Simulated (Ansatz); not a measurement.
# Quasiparticle gap of Cs2PbI2Cl2 (I4/mmm), part 2 of 2

Wanted: the gap of Cs2PbI2Cl2 (I4/mmm) with a many-body correction, and the time that it takes.

Ansatz 0.2.0; PBE, then G0W0 on it, plane waves, PAW. Known limits of the many-body steps: finite bands, screening cutoff and k mesh; no spin-orbit coupling in G0W0; screening cutoff under 40 eV in some runs.

So far. Step 2 (Bands along the symmetry lines): Over mesh and path the gap is 2.518 eV, direct, at k = (0.000, 0.000, 0.500).

In doubt: masses and optical values from hybrid runs of this build are listed as unsure (in some of the runs), which bears on the screening that GW takes from such a start.

### 3. G0W0 on the 4×4×4 mesh

G0W0 replaces the xc potential by a self-energy built once from the orbitals of the start. Levels are corrected in the window of bands that the input names, at points of the mesh.

This step: G0W0 on PBE, plane waves, PAW; PAW set soft_1.

input.yaml reads:

```yaml
crystal:
  lattice:
    - [-2.8838975, 2.8838975, 9.7428095]
    - [2.8838975, -2.8838975, 9.7428095]
    - [2.8838975, 2.8838975, -9.7428095]
  atoms:
    - { symbol: Cs, position: [0.368645, 0.368645, 0.0] }
    - { symbol: Cs, position: [0.631355, 0.631355, 0.0] }
    - { symbol: Pb, position: [0.0, 0.0, 0.0] }
    - { symbol: I, position: [0.166328, 0.166328, 0.0] }
    - { symbol: I, position: [0.833672, 0.833672, 0.0] }
    - { symbol: Cl, position: [0.5, 0.0, 0.5] }
    - { symbol: Cl, position: [0.0, 0.5, 0.5] }
kpoints:
  mp_grid: { grid: [4, 4, 4] }
hamiltonian:
  xc: pbe
  pseudopotentials: { kind: paw, azcp: { folder: soft_1 } }
scf:
  occupations: { method: fixed }
gw:
  n_empty_bands: 1090
  ecut_chi: 130.0
  qp_bands: [v2, c2]
  qp_kpoints: band_edges
  screening: { model: contour_deformation }
```

Started as:

```bash
ansatz run input.yaml --threads 2 --pin off --max-ram 92160MiB --backend cuda --events-out ev --progress --plain --runs-dir out --devices 1 --max-vram 13GiB
```

Numbers of over 12 decimals in the logs are rounded to 6 here.

What it wrote:

```text
GPUs: using 1 of 1 available (devices: 1).
[...]
GPU FFT provider: cuFFT
GPU libraries: cuBLAS 13.8.2, cuFFT 12.4.0, cuSOLVER 12.3.4
Crystal: 7 atoms, lattice volume = 324.119 Å³
Basis set: ecut = 420 eV, 6401 PW (Γ)
Bands: 48, of which v1, the nominal top of the filled ones, is band 40 counted from 1 (39 counted from 0)
Symmetry: 16 space group operations
[...]
k-points: 13 of 64
[...]
GPU buffer pool allocated for 373248 grid points (all kernels)
[...]
SCF iter   1: F=—  HF=-40449.153262 eV  |F-HF|=—  |Δ(HF+E_count)|=         —  Δρ=2.63e-2  dr2=8.65e0  ethr=3.10e-3  ⟨swp⟩=6.6  Hψ=2253  notcnv=0  defer=66
[...]
SCF iter   9: F=-40445.811960 eV  HF=-40445.811960 eV  |F-HF|=3.03e-8  |Δ(HF+E_count)|=   2.12e-6  Δρ=2.89e-6  dr2=2.45e-8  ethr=1.25e-10  ⟨swp⟩=20.2  Hψ=3829  notcnv=0
SCF 1 converged in 9 iterations: F = -40445.811960 eV  dr2 = 2.45e-8
[...]
NSCF: frozen V_eff on 13 k-points
the band table was solved once the SCF had ended and its energy, with any forces and stress, was formed, with the checks that follow a solve (2992 applications of the Hamiltonian). They found nothing against the state; the energy, forces and stress were not computed again (output.eigenvalues in the input reference)
[...]
G₀W₀ screening: q 1/13
[... further progress lines ...]
[...]
SCF converged after 9 iterations
Free energy (F): -40445.811960 eV
[...]
Internal energy: -40445.811960 eV  (E = F + TS)
E sigma→0 (E₀):  -40445.811960 eV
Fermi energy:    2.854174 eV
[...]
--- Band table (eV; the first three rows and the last of 13) ---
  k-point 0: bands = [... 36 lower, 2.1634, 2.1895, 2.3731, 2.3731, 6.8386, 7.1129, 7.8394, 7.9635, ... 4 higher]
  k-point 1: bands = [... 36 lower, 2.1058, 2.1359, 2.2987, 2.4417, 6.7491, 6.9977, 7.0182, 7.8449, ... 4 higher]
  k-point 2: bands = [... 36 lower, 2.0495, 2.2012, 2.3478, 2.8542, 5.3705, 5.4700, 6.3578, 8.4959, ... 4 higher]
  k-point 12: bands = [... 36 lower, 2.1961, 2.3358, 2.3358, 2.4701, 6.6481, 7.4735, 7.5612, 7.6404, ... 4 higher]
--- G₀W₀: contour deformation, 6 samples at zero and on the imaginary axis and 2 off it, 64 q-points, 1090 empty bands' worth ---
  eigenvalues of the whole cell's RPA ε∞ on this k-mesh (on a slab, of 1 + 4πα/V) = 3.3543, 3.3543, 3.3575; static W/v taken at q = 0 is 0.298101
  gw.qp_kpoints: band_edges: 13 of 13 stored k-points solved, in 1 pass; an edge of the gap read off the rows below is read off those points alone
    ik  band        ε_KS         Σx   Σc(E_QP)       V_xc       Z   E_QP_lin       E_QP  E_QP is
     0    39      2.3731   -17.0045     1.8423   -13.7821  0.7650     0.9416     0.9930  root
     0    40      2.3731   -17.0045     1.8423   -13.7821  0.7650     0.9416     0.9930  root
     0    41      6.8386    -3.8869    -3.1279    -7.3260  0.8339     7.1511     7.1498  root
     0    42      7.1129    -8.7090    -3.4021   -12.6928  0.7927     7.7004     7.6945  root
     1    39      2.2987   -16.8746     1.8543   -13.6349  0.7646     0.8617     0.9134  root
     1    40      2.4417   -16.8883     1.3787   -14.2809  0.7732     1.1795     1.2129  root
     1    41      6.7491    -8.6511    -3.2990   -12.4974  0.7971     7.3010     7.2964  root
     1    42      6.9977    -8.4299    -3.5564   -12.5407  0.7889     7.5580     7.5521  root
     2    39      2.3478   -17.0964     1.8750   -13.8355  0.7651     0.9115     0.9620  root
     2    40      2.8542   -18.2506     1.0427   -16.1532  0.7791     1.7807     1.7996  root
     2    41      5.3705    -7.6310    -3.2729   -11.3786  0.8075     5.8483     5.8452  root
     2    42      5.4700    -8.0079    -3.3046   -11.8014  0.8048     5.9623     5.9590  root
     3    39      2.2811   -16.8031     1.8661   -13.5506  0.7638     0.8424     0.8947  root
     3    40      2.3828   -16.8010     1.4670   -14.0762  0.7715     1.0883     1.1250  root
     3    41      6.8379    -8.2399    -3.3036   -12.0805  0.7994     7.3793     7.3748  root
     3    42      7.2393    -8.9732    -3.6577   -13.2213  0.7820     7.8374     7.8297  root
     4    39      2.2520   -16.9106     1.8984   -13.6246  0.7637     0.8124     0.8645  root
     4    40      2.6197   -17.3978     1.2055   -15.0389  0.7766     1.4402     1.4663  root
     4    41      5.6505    -8.1984    -3.3208   -12.0241  0.8027     6.1592     6.1554  root
     4    42      6.4947    -8.2442    -3.2200   -11.9740  0.8020     7.0084     7.0047  root
     5    39      2.1695   -16.6166     1.9058   -13.3173  0.7621     0.7212     0.7759  root
     5    40      2.5594   -17.2807     1.2990   -14.7923  0.7749     1.3409     1.3700  root
     5    41      5.8892    -8.5380    -3.3711   -12.4412  0.7991     6.4256     6.4213  root
     5    42      6.6477    -8.3472    -3.2633   -12.1410  0.8000     7.1825     7.1783  root
     6    39      2.3231   -16.9576     1.8608   -13.7097  0.7648     0.8847     0.9361  root
     6    40      2.4633   -16.8467     1.3369   -14.2896  0.7740     1.2107     1.2432  root
     6    41      6.5884    -8.0595    -3.2359   -11.8050  0.8026     7.1018     7.0979  root
     6    42      6.9505    -8.6876    -3.5743   -12.8421  0.7858     7.5373     7.5306  root
     7    39      2.2880   -16.9110     1.8665   -13.6571  0.7648     0.8491     0.9006  root
     7    40      2.8522   -18.2418     1.0414   -16.1461  0.7791     1.7791     1.7980  root
     7    41      5.4197    -7.8171    -3.2873   -11.5858  0.8062     5.9043     5.9010  root
     7    42      5.4197    -7.8171    -3.2873   -11.5858  0.8062     5.9043     5.9010  root
     8    39      2.3561   -16.9528     1.8427   -13.7253  0.7651     0.9193     0.9713  root
     8    40      2.3631   -16.8281     1.4317   -14.1588  0.7719     1.0907     1.1256  root
     8    41      6.6449    -6.2399    -3.1768    -9.8341  0.8165     7.0648     7.0623  root
     8    42      7.3827    -6.0942    -3.3125    -9.8963  0.8107     7.8762     7.8723  root
     9    39      2.2514   -16.7040     1.8660   -13.4438  0.7638     0.8038     0.8572  root
     9    40      2.4741   -16.8989     1.3704   -14.2993  0.7733     1.2116     1.2448  root
     9    41      6.6347    -7.8759    -3.2357   -11.6076  0.8037     7.1342     7.1305  root
     9    42      7.1776    -8.6617    -3.5977   -12.8350  0.7854     7.7601     7.7532  root
    10    39      2.1697   -16.6184     1.9059   -13.3190  0.7621     0.7214     0.7761  root
    10    40      2.5484   -17.2422     1.2794   -14.7801  0.7753     1.3370     1.3657  root
    10    41      5.8933    -8.5791    -3.3725   -12.4847  0.7989     6.4308     6.4265  root
    10    42      6.6658    -8.4114    -3.2702   -12.2122  0.7993     7.2007     7.1964  root
    11    39      2.3441   -17.0251     1.8646   -13.7725  0.7650     0.9051     0.9561  root
    11    40      2.4901   -16.8366     1.2998   -14.3271  0.7746     1.2490     1.2804  root
    11    41      6.4937    -7.8444    -3.2075   -11.5399  0.8047     6.9852     6.9817  root
    11    42      6.8918    -8.4649    -3.5326   -12.5663  0.7881     7.4667     7.4605  root
    12    39      2.3358   -16.8858     1.8411   -13.6524  0.7651     0.8916     0.9435  root
    12    40      2.4701   -16.8726     1.3644   -14.2843  0.7733     1.2134     1.2462  root
    12    41      6.6481    -7.4766    -3.1935   -11.1248  0.8073     7.1059     7.1029  root
    12    42      7.4735    -3.1247    -3.0378    -6.5408  0.8328     7.8538     7.8517  root
```

Elapsed: 2.6 min, on 1 × NVIDIA H100 80GB HBM3 (shared by 6 runs) with 2 threads of AMD EPYC 7R13 (Zen 3), shared host; peak memory 5.4 GiB.

Numbers from this step:

```yaml
bands_summed: 1130
rpa_eps_infinity_on_this_mesh_eigenvalues: 3.354, 3.354, 3.358
plane_waves_in_the_screening_matrix: 1087
q_points_in_the_mesh: 64
g0w0_gap_over_the_corrected_points: 4.046 eV
k_of_the_valence_top: 0, 0, -0.5
k_of_the_conduction_bottom: 0, 0, -0.5
starting_gap_on_the_mesh: 2.516 eV
z_at_the_valence_top: 0.7791
z_at_the_conduction_bottom: 0.8075
least_direct_g0w0_gap_over_the_corrected_points: 4.046 eV
```

Over all 13 irreducible mesh points the G0W0 gap is 4.046 eV, direct, at k = (0.000, 0.000, -0.500). The PBE gap of this run on the mesh is 2.516 eV. The two states that bound the G0W0 gap lie that far apart at the start, so the correction of the gap is 4.046 − 2.516 = +1.530 eV. The start of this run differs from the step before in mesh (6×6×6 and 4×4×4).

Labels follow the order of the start: v1 is the top filled band, c1 the lowest empty one; levels that stay degenerate share a row, the window can cut a multiplet, doubted levels are not marked in this list, bands outside the window were not corrected, and the list may be a part of the corrected levels. The levels before and after the correction (eV, zero at the valence-band top of each column):

```
           conduction bottom  valence top
Kohn-Sham               2.52         0.00
     G0W0               4.05         0.00
```

```
                   level  occupation  energy (eV)
Kohn-Sham  (0 0 -0.5) v2           2       -0.506
Kohn-Sham  (0 0 -0.5) v1           2        0.000
Kohn-Sham  (0 0 -0.5) c1           0        2.516
Kohn-Sham  (0 0 -0.5) c2           0        2.616
     G0W0  (0 0 -0.5) v2           2       -0.838
     G0W0  (0 0 -0.5) v1           2        0.000
     G0W0  (0 0 -0.5) c1           0        4.046
     G0W0  (0 0 -0.5) c2           0        4.159
```

The parts of the quasiparticle energy for the two states that bound the G0W0 gap, in eV on the run's own scale (QP = start + Σx + Σc − Vxc, with Σc at the quasiparticle energy):

```
             edge                       k  band  start       Σx      Σc      Vxc      Z     QP
      valence top  (0.000, 0.000, -0.500)    40  2.854  −18.251   1.043  −16.153  0.779  1.800
conduction bottom  (0.000, 0.000, -0.500)    41  5.370   −7.631  −3.273  −11.379  0.807  5.845
```

### 4. Spin-orbit coupling in PBE

This run has two-component orbitals with spin-orbit coupling.

This step: DFT, PBE with spin-orbit coupling, plane waves, PAW; PAW set soft_1.

Changes to input.yaml since step 3:

```diff
@@ -14,13 +14,26 @@
 kpoints:
-  mp_grid: { grid: [4, 4, 4] }
+  mp_grid: { grid: [6, 6, 6] }
+  band_path:
+    path:
+      - [0.0, 0.0, 0.0]
+      - [0.0, 0.0, 0.5]
+      - [0.25, 0.25, 0.25]
+      - [0.0, 0.5, 0.0]
+      - [0.5, 0.5, -0.5]
+      - [0.27190439, 0.72809561, -0.27190439]
+      - [-0.27190439, 0.27190439, 0.27190439]
+      - [-0.04380879, 0.04380879, 0.5]
+    npoints: 1
 hamiltonian:
   xc: pbe
-  pseudopotentials: { kind: paw, azcp: { folder: soft_1 } }
+  pseudopotentials: { kind: paw_fr, azcp: { folder: soft_1 } }
 scf:
   occupations: { method: fixed }
-gw:
-  n_empty_bands: 1090
-  ecut_chi: 130.0
-  qp_bands: [v2, c2]
-  qp_kpoints: band_edges
-  screening: { model: contour_deformation }
+  n_extra_bands: 12
+magnetization:
+  noncollinear: true
+  spin_orbit: true
+output:
+  eigenvalues: true
+  forces: true
+  stress: true
```

What it wrote:

```text
[...]
GPUs: using 1 of 1 available (devices: 1).
[...]
non-collinear run that drives no moment, with spin-orbit: no starting moment large enough to seed its density (crystal.atoms[].spin), no starting occupations that ask for one, no magnetisation constraint and no magnetic field, so the semilocal B_xc is pinned to zero
[...]
GPU FFT provider: cuFFT
GPU libraries: cuBLAS 13.8.2, cuFFT 12.4.0, cuSOLVER 12.3.4
Crystal: 7 atoms, lattice volume = 324.119 Å³
Basis set: ecut = 420 eV, 6401 PW (Γ), FFT grids on a1+a3, a2+a3, a3, exchange–correlation on 80×80×144 points (8 copies of the dense FFT grid, shifted against one another)
Bands: 92, of which v1, the nominal top of the filled ones, is band 80 counted from 1 (79 counted from 0)
Symmetry: 16 space group operations + 16 with time reversal
[...]
k-points: 30 of 216
Projection manifold: j_resolved (fully-relativistic pseudo-atomic orbitals)
[...]
GPU buffer pool allocated for 115200 grid points (all kernels)
[...]
SCF iter   1: F=—  HF=-40502.212184 eV  |F-HF|=—  |Δ(HF+E_count)|=         —  Δρ=2.63e-2  dr2=8.53e0  dr2_m=0.00e0 (ungated)  ethr=3.10e-3  |M|=0.00e0 ∫|m|=0.00e0 μB  |m|>n=0.0e0 m-floor=0.0e0 τ_xc=0.0e0  β_m=0.30  ⟨swp⟩=11.9  Hψ=7277  notcnv=0  defer=244
[...]
spin=Noncollinear: Resta preconditioning applied to the charge; magnetization (m_x, m_y, m_z) channels mix plain (no charge-response kernel on spin).
[...]
site 1: m = (+0.0000, +0.0000, +0.0000) μB, |m| = 0.0000 μB  (R = 1.59 Å)
  site 2: m = (+0.0000, +0.0000, +0.0000) μB, |m| = 0.0000 μB  (R = 1.19 Å)
  site 3: m = (+0.0000, +0.0000, +0.0000) μB, |m| = 0.0000 μB  (R = 1.34 Å)
  site 4: m = (+0.0000, +0.0000, +0.0000) μB, |m| = 0.0000 μB  (R = 1.34 Å)
  site 5: m = (+0.0000, +0.0000, +0.0000) μB, |m| = 0.0000 μB  (R = 1.19 Å)
  site 6: m = (+0.0000, +0.0000, +0.0000) μB, |m| = 0.0000 μB  (R = 1.19 Å)
Free energy (F): -40498.939491 eV
[...]
Internal energy: -40498.939491 eV  (E = F + TS)
E sigma→0 (E₀):  -40498.939491 eV
Fermi energy:    2.967281 eV
[...]
--- Forces (eV/Å), atoms counted from 1 ---
  atom   1  Cs     0.00000000     0.00000000     0.01319419
  atom   2  Cs     0.00000000     0.00000000    -0.01319419
  atom   3  Pb     0.00000000    -0.00000000     0.00000000
  atom   4  I      0.00000000     0.00000000    -0.01160815
  atom   5  I      0.00000000     0.00000000     0.01160815
  atom   6  Cl     0.00000000     0.00000000     0.00000000
  atom   7  Cl     0.00000000     0.00000000     0.00000000
  max |Σ_I F_I| component: 1.73e-18 eV/Å
--- Stress (GPa, compression-positive) ---
       -0.038301       0.000000       0.000000
        0.000000      -0.038301      -0.000000
        0.000000       0.000000      -0.056093
  P = ⅓ Tr σ = -0.0442 GPa (-0.442 kbar)
--- Band table (eV; the first three rows and the last of 30) ---
  k-point 0: bands = [... 76 lower, 2.4273, 2.4273, 2.6461, 2.6461, 6.6803, 6.6803, 6.8256, 6.8256, ... 8 higher]
  k-point 1: bands = [... 76 lower, 2.4425, 2.4425, 2.5643, 2.5643, 6.3718, 6.3718, 7.3667, 7.3667, ... 8 higher]
  k-point 2: bands = [... 76 lower, 2.3941, 2.3941, 2.7124, 2.7124, 5.4117, 5.4117, 6.7019, 6.7019, ... 8 higher]
  k-point 29: bands = [... 76 lower, 2.6111, 2.6111, 2.7040, 2.7040, 6.3688, 6.3688, 7.4316, 7.4316, ... 8 higher]
[key lines of the parts left out:]
SCF converged after 9 iterations
Magnetization: |M| = 0.0000 μB,  M = (+0.0000, +0.0000, +0.0000) μB
```

Run time: 18 s. Hardware: 1 × NVIDIA H100 80GB HBM3 (shared by 6 runs) with 2 threads; peak memory 1.3 GiB.

This step gave:

| Quantity | Value |
| --- | --- |
| pressure | -0.04423 GPa |
| gap | 1.656 eV |
| valence top at | X |
| conduction bottom at | X |
| least direct gap | 1.656 eV |

Over mesh and listed points the gap is 1.656 eV, direct, at k = (0.000, 0.000, 0.500). PBE+SOC against PBE: 1.656 − 2.518 = −0.862 eV, with the same mesh, set of files (read in its fully relativistic form for the spin-orbit run) and cutoff, and both edges at the same k points. The spin-orbit run sees mesh and listed points alone, so its gap is an upper bound: the coupling can move an edge off these points, and the change over the zone, its sign included where it is small, is not known.

### 5. Side by side

Each gap is the least one over the points named; times are wall times on shared hosts, not benchmarks. A G0W0 time includes the run's own self-consistent start. Runs with listed points see these and the mesh alone, so an edge that moves elsewhere is missed. Rows marked * are further runs, not shown as steps, whose inputs differ from the G0W0 step on the same start in the columns given; solver thresholds can differ too. Symmetry makes (0.000, 0.000, 0.500) and (0.000, 0.000, -0.500) one point.

```
    level   mesh       files, cutoff  bands summed, screening                          points  gap (eV)             valence top       conduction bottom  least direct gap (eV)     time
      PBE  6×6×6  soft_1 PAW, 420 eV                        -                   mesh and path     2.518   (0.000, 0.000, 0.500)   (0.000, 0.000, 0.500)                  2.518     13 s
  PBE+SOC  6×6×6  soft_1 PAW, 420 eV                        -          mesh and listed points     1.656   (0.000, 0.000, 0.500)   (0.000, 0.000, 0.500)                  1.656     18 s
G0W0@PBE*  4×4×4  soft_1 PAW, 420 eV               219, 39 eV  all 13 irreducible mesh points     3.806  (0.000, 0.000, -0.500)  (0.000, 0.000, -0.500)                  3.806     43 s
G0W0@PBE*  4×4×4  soft_1 PAW, 420 eV               547, 78 eV  all 13 irreducible mesh points     3.932  (0.000, 0.000, -0.500)  (0.000, 0.000, -0.500)                  3.932     77 s
 G0W0@PBE  4×4×4  soft_1 PAW, 420 eV             1130, 130 eV  all 13 irreducible mesh points     4.046  (0.000, 0.000, -0.500)  (0.000, 0.000, -0.500)                  4.046  2.6 min
```

### 6. Results

```yaml
pbe_gap_over_mesh_and_path: 2.518 eV, direct, at k = (0.000, 0.000, 0.500)
g0w0_pbe_gap_over_all_13_irreducible_mesh_points: 4.046 eV, direct, at k = (0.000, 0.000, -0.500)
pbe_soc_gap_over_mesh_and_listed_points: 1.656 eV
gw_settings: 4×4×4 mesh, 1090 empty bands, screening to 130 eV, PAW set soft_1 files
known_limits: finite bands, screening cutoff and k mesh; no spin-orbit coupling in G0W0; screening cutoff under 40 eV in some runs
```

**Reading.** Over all 13 irreducible mesh points the G0W0 gap is 4.046 eV, direct, at k = (0.000, 0.000, -0.500). The PBE gap of this run on the mesh is 2.516 eV. The two states that bound the G0W0 gap lie that far apart at the start, so the correction of the gap is 4.046 − 2.516 = +1.530 eV. The valence state moves by 1.800 − 2.854 = −1.054 eV and the conduction state by 5.845 − 5.370 = +0.475 eV, on the run's own scale; with 219 bands the edge states move by −0.381 and +0.909 eV, so the split between the edges depends on the bands and cutoff. Both edges that PBE shows over mesh and path lie at k points where levels were corrected. Levels at other points were not corrected, so a lower G0W0 gap elsewhere in the zone is not ruled out. From 219 bands and 39 eV to 1130 bands and 130 eV the gap moves by 4.046 − 3.806 = +0.240 eV (rung by rung 3.806, 3.932, 4.046 eV); bands and screening cutoff rise together, so their parts are not told apart. A line in one over the bands through the two highest rungs gives 4.046 + (4.046 − 3.932) × 547 / (1130 − 547) = 4.153 eV, and through the pair below 3.932 + (3.932 − 3.806) × 219 / (547 − 219) = 4.016 eV. The two differ by 0.137 eV, not under the 0.030 eV asked, so the law does not hold well over these rungs and the limit is not known. G0W0 on other starts in this series, not shown as steps and not all at these settings: 4.436 eV on HSE06 (4×4×4, soft_1 PAW, 1130 bands, 130 eV). PBE+SOC against PBE: 1.656 − 2.518 = −0.862 eV, with the same mesh, set of files (read in its fully relativistic form for the spin-orbit run) and cutoff, and both edges at the same k points. The spin-orbit run sees mesh and listed points alone, so its gap is an upper bound: the coupling can move an edge off these points, and the change over the zone, its sign included where it is small, is not known. What spin-orbit coupling does to the G0W0 levels was not computed, so no sum with the G0W0 gap is formed. The G0W0 runs are scalar-relativistic. No pair of G0W0 runs that differ in the mesh alone is shown (4×4×4 is a supercell whose nearest images lie 23 Å apart), so the error from the mesh is not known here. G0W0 is shown with one set of atomic data (soft_1 PAW), so the error from the files is not known here. A screening cutoff under 40 eV is crude: G0W0@PBE with 219 bands at 39 eV. Failed or unusable runs on PBE in this series, left out of the table: G0W0@PBE (4×4×4 mesh, soft_1 PAW files, 420 eV, 1090 empty bands) reached its time limit after 6 min.

[Paths, hosts, dates, memory and timing lines, banners, echoed tables and standing remarks are left out of the program output.]

[Logs are printed without paths, hosts, clocks, repeated set-up lines and the standing remarks that a program may print on its own settings, such as how far it seeks lower states.]

[Runs of the session that timed out or met a known fault of the program may be left out.]

[Cells called generated may have been cut or substituted from an entry of the Crystallography Open Database or the Materials Project.]

[Hosts, paths, dates, database ids (printed as entryN), source tags and the programs' standing remarks are cut or masked in the printed files.]

[Where an RPA ε∞ is given, it is that of the G0W0 mesh and is not shown converged in it. Names of k-points follow the symmetry that the program found, which can be lower than the space group named. Band edges on a path are those of the sampled points; other points can move an edge, and change direct to indirect where valleys lie close.]

[Hybrid gaps are those of their k-mesh and are not shown converged in it.]
